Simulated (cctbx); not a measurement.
**Reading a Patterson map**

Space group Pbca (no. 61), a = 6.4200 Å, b = 12.5070 Å, c = 17.9870 Å, α = 90.00°, β = 90.00°, γ = 90.00°, content Ba16 As32 Cr16.

The data are simulated with cctbx, not measured: Mo Kα, λ = 0.71073 Å, to d = 0.77 Å, 95 % of the full sphere, strongest reflection 20000 counts, noise from counting, a 4 % proportional error and a noise floor of 2 counts (s.d.); no absorption, some extinction.

Patterson synthesis from sharpened amplitudes, origin scaled to 1000:

```text
Patterson group P m m m
      u       v       w   height  length (A)
  0.000   0.000   0.000   1000.0     0.00
  0.500   0.000   0.124    280.4     3.91
  0.000   0.500   0.500    250.8    10.95
  0.064   0.500   0.000    199.2     6.27
  0.000   0.066   0.500    194.2     9.03
  0.300   0.500   0.000    187.9     6.54
  0.500   0.321   0.095    141.2     5.42
  0.500   0.500   0.132    136.5     7.42
  0.500   0.000   0.366    131.4     7.32
  0.074   0.000   0.500    116.4     9.01
  0.116   0.220   0.123    115.8     3.61
  0.174   0.282   0.122    111.9     4.30
  0.111   0.285   0.376    101.6     7.68
  0.000   0.326   0.027    100.9     4.11
```

**Question.** Which atom pairs make the peaks, and where is the heaviest atom?

A peak at u stands for all pairs with xi − xj = u, with weight Σ ZiZj against Σ Z² = 94240 at the origin. Peak heights follow these weights only roughly, since form factors, motion and series ripples differ, all vectors within 0.55 Å of a peak are counted as merged into it though the farther ones add only part of their weight, and F(000) is left out, which lowers the whole map:

| u | v | w | shortest length (Å) | height | 1000 ΣZiZj/ΣZ² | pairs in the cell |
| --- | --- | --- | --- | --- | --- | --- |
| 0.500 | 0.000 | 0.124 | 3.91 | 280 | 543 | 8 × Ba–Ba, 16 × Ba–Cr, 8 × Cr–Cr |
| 0.000 | 0.500 | 0.500 | 10.95 | 251 | 315 | 8 × Ba–Ba, 8 × Cr–Cr |
| 0.064 | 0.500 | 0.000 | 6.27 | 199 | 296 | 12 × As–As, 4 × Ba–Ba, 4 × Cr–Cr |
| 0.000 | 0.066 | 0.500 | 9.03 | 194 | 204 | 4 × Ba–Ba, 4 × As–As, 4 × Cr–Cr |
| 0.300 | 0.500 | 0.000 | 6.54 | 188 | 179 | 4 × Ba–Ba, 4 × As–As |
| 0.500 | 0.321 | 0.095 | 5.42 | 141 | 157 | 8 × Ba–As |
| 0.500 | 0.500 | 0.132 | 7.42 | 136 | 272 | 4 × Ba–Ba, 8 × Ba–Cr, 4 × Cr–Cr |
| 0.500 | 0.000 | 0.366 | 7.32 | 131 | 272 | 4 × Ba–Ba, 8 × Ba–Cr, 4 × Cr–Cr |
| 0.074 | 0.000 | 0.500 | 9.01 | 116 | 158 | 4 × Ba–Ba, 4 × Cr–Cr |
| 0.116 | 0.220 | 0.123 | 3.61 | 116 | 171 | 2 × Ba–Ba, 4 × Ba–Cr, 4 × Cr–Cr, 2 × As–As |

The table stops at ten peaks or at a height of 45, below which ripples compete. In the model behind the data Ba, the heaviest element, has 2 independent sites: (0.3968, 0.2830, 0.1898) and (0.2209, 0.9990, 0.0675), up to an allowed shift of origin; the Ba–Ba vectors are differences of these positions and their symmetry mates. The whole model:

| atom | mult. | x | y | z | Ueq (Å²) |
| --- | --- | --- | --- | --- | --- |
| Ba1 | 8 | 0.3968 | 0.2830 | 0.1898 | 0.0141 |
| Ba2 | 8 | 0.2209 | 0.9990 | 0.0675 | 0.0206 |
| As1 | 8 | 0.2699 | 0.1777 | 0.3365 | 0.0144 |
| As2 | 8 | 0.2015 | 0.4263 | 0.4134 | 0.0172 |
| As3 | 8 | 0.1773 | 0.2812 | 0.0430 | 0.0266 |
| As4 | 8 | 0.0871 | 0.4622 | 0.2154 | 0.0173 |
| Cr1 | 8 | 0.3425 | 0.2702 | 0.4371 | 0.0227 |
| Cr2 | 8 | 0.2163 | 0.0159 | 0.3122 | 0.0207 |

The model was made for the exercise: a known structure type with other elements put in, its volume estimated, not relaxed; displacement parameters are assumed.

[Logs are printed without paths, hosts, clocks, repeated set-up lines and the standing remarks that a program may print on its own settings, such as how far it seeks lower states.]
